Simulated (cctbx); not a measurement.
# Interatomic vectors of Ca14SbMo

Space group P-6m2 (no. 187), a = 7.2650 Å, b = 7.2650 Å, c = 11.7360 Å, α = 90.00°, β = 90.00°, γ = 120.00°, content Sb1 Mo1 Ca14.

Simulated single-crystal data (cctbx): Cu Kα, λ = 1.54184 Å, to d = 0.83 Å, 70 % of the full sphere, strongest reflection 20000 counts, noise from counting, a 2 % proportional error and a noise floor of 4 counts (s.d.); no absorption.

Patterson synthesis, origin scaled to 1000:

```text
Patterson group P 6/m m m
      u       v       w   height  length (A)
  0.000   0.000   0.000   1000.0     0.00
  0.000   0.000   0.500    931.4     5.87
  0.000   0.500   0.000    769.3     3.63
  0.000   0.500   0.500    721.3     6.90
  0.167   0.333   0.250    370.7     3.61
  0.333   0.667   0.250    368.1     5.12
  0.000   0.000   0.098     28.6     1.15
  0.000   0.000   0.404     24.6     4.74
  0.000   0.500   0.096     24.2     3.80
  0.000   0.500   0.408     20.9     6.01
  0.079   0.159   0.049     18.5     1.15
  0.079   0.158   0.453     17.6     5.40
  0.077   0.424   0.048     16.6     2.90
  0.076   0.425   0.454     16.2     6.04
```

**Question.** Which atom pairs make the peaks, and where is the heaviest atom?

A peak at u stands for all pairs with xi − xj = u, with weight Σ ZiZj against Σ Z² = 9965 at the origin. Peak heights follow these weights only roughly, since form factors, motion and series ripples differ, all vectors within 0.55 Å of a peak are counted as merged into it though the farther ones add only part of their weight, and F(000) is left out, which lowers the whole map:

| u | v | w | shortest length (Å) | height | 1000 ΣZiZj/ΣZ² | pairs in the cell |
| --- | --- | --- | --- | --- | --- | --- |
| 0.000 | 0.000 | 0.500 | 5.87 | 931 | 992 | 14 × Ca–Ca, 2 × Sb–Mo |
| 0.000 | 0.500 | 0.000 | 3.63 | 769 | 855 | 12 × Ca–Ca, 2 × Sb–Ca, 2 × Mo–Ca |
| 0.000 | 0.500 | 0.500 | 6.90 | 721 | 855 | 12 × Ca–Ca, 2 × Sb–Ca, 2 × Mo–Ca |
| 0.167 | 0.333 | 0.250 | 3.61 | 371 | 427 | 6 × Ca–Ca, 1 × Sb–Ca, 1 × Mo–Ca |
| 0.333 | 0.667 | 0.250 | 5.12 | 368 | 427 | 6 × Ca–Ca, 1 × Sb–Ca, 1 × Mo–Ca |

The table stops at ten peaks or at a height of 45, below which ripples compete. In the model behind the data Sb, the heaviest element, has 1 independent site: (0, 0, 1/2), up to an allowed shift of origin. No listed peak is a Sb–Sb vector, so the position follows from the cell content and the cross vectors. The whole model:

| atom | mult. | x | y | z | Ueq (Å²) |
| --- | --- | --- | --- | --- | --- |
| Sb1 | 1 | 0 | 0 | 1/2 | 0.0087 |
| Mo1 | 1 | 0 | 0 | 0 | 0.0095 |
| Ca1 | 2 | 2/3 | 1/3 | 0.7560 | 0.0125 |
| Ca2 | 6 | 0.6667 | 5/6 | 0.7602 | 0.0079 |
| Ca3 | 3 | 0.5007 | 0.4993 | 1/2 | 0.0156 |
| Ca4 | 3 | 0.4991 | 0.5009 | 0 | 0.0128 |

The model was made for the exercise: a known structure type with other elements put in, its volume estimated, not relaxed; displacement parameters are assumed.

[Logs are printed without paths, hosts, clocks, repeated set-up lines and the standing remarks that a program may print on its own settings, such as how far it seeks lower states.]
